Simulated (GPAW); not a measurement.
A computed O K-edge spectrum of one site in a crystal of Hf and O, with its zero at a photon energy of about 531.8 eV (raw 540.7 eV, less 8.9 eV of added terms; uncertain by a few eV). Method: GPAW, RPBE, full core hole (charged cell) in a small cell, dipole transitions, broadening that rises with energy, without spin-orbit coupling.

Energy from the lowest empty level; intensity scaled to a mean of 1 over the first 20 eV:

```csv
E (eV),intensity
-2.0,0.00
-1.4,0.00
-0.8,0.02
-0.2,0.47
0.4,1.57
1.0,0.80
1.6,0.19
2.2,0.34
2.8,1.65
3.4,2.97
4.0,2.79
4.6,1.81
5.2,1.14
5.8,0.86
6.4,0.76
7.0,0.68
7.6,0.74
8.2,1.02
8.8,1.20
9.4,1.03
10.0,0.69
10.6,0.51
11.2,0.63
11.8,0.89
12.4,1.08
13.0,1.09
13.6,1.00
14.2,0.87
14.8,0.79
15.4,0.76
16.0,0.78
16.6,0.81
17.2,0.82
17.8,0.77
18.4,0.70
19.0,0.66
19.6,0.67
20.2,0.73
20.8,0.83
21.4,0.92
22.0,0.99
22.6,1.00
23.2,0.94
23.8,0.81
24.4,0.66
25.0,0.53
25.6,0.43
26.2,0.37
26.8,0.34
27.4,0.35
28.0,0.37
28.6,0.40
29.2,0.43
29.8,0.46
30.4,0.49
31.0,0.54
31.6,0.60
```

Q: What surroundings does the absorber have?

A K edge sees empty p states; the first features are O p mixed into the empty d states of the Hf neighbours, and the broad ones above probably into the cations' higher empty bands. It is atom 2 of HfO2 (Fm-3m), with 4 Hf at 2.21 Å (tetrahedral, site symmetry -43m). Its main maxima below 24 eV lie at 0.5 eV (1.58), 3.6 eV (3.11), 8.8 eV (1.20), 12.8 eV (1.11), 16.9 eV (0.82) and 22.4 eV (1.01). A near-edge spectrum doesn't fix the structure by itself; it is matched against candidates. The holes are only 6.3 Å apart, so the shape is probably not converged with cell size; no larger cell was run here. The mesh is coarse (0.27 Å⁻¹ between points), so small maxima may be mesh ripples. The structure is a published determination, not relaxed.

[Banner, clock and machine lines of the logs are left out without a mark of their own.]

[Logs are printed without paths, hosts, clocks, repeated set-up lines and the standing remarks that a program may print on its own settings, such as how far it seeks lower states.]

[Hosts, paths, dates, database ids (printed as entryN), source tags and the programs' standing remarks are cut or masked in the printed files.]

[Lists of maxima count a maximum above −3 eV only where it reaches 4 % of the highest in the window and stands out from its surroundings by 2 % of it (1.5 % where it reaches 55 %); shoulders and weaker maxima are passed over, and of the rest the first, up to two pre-edge ones and the few strongest are named.]
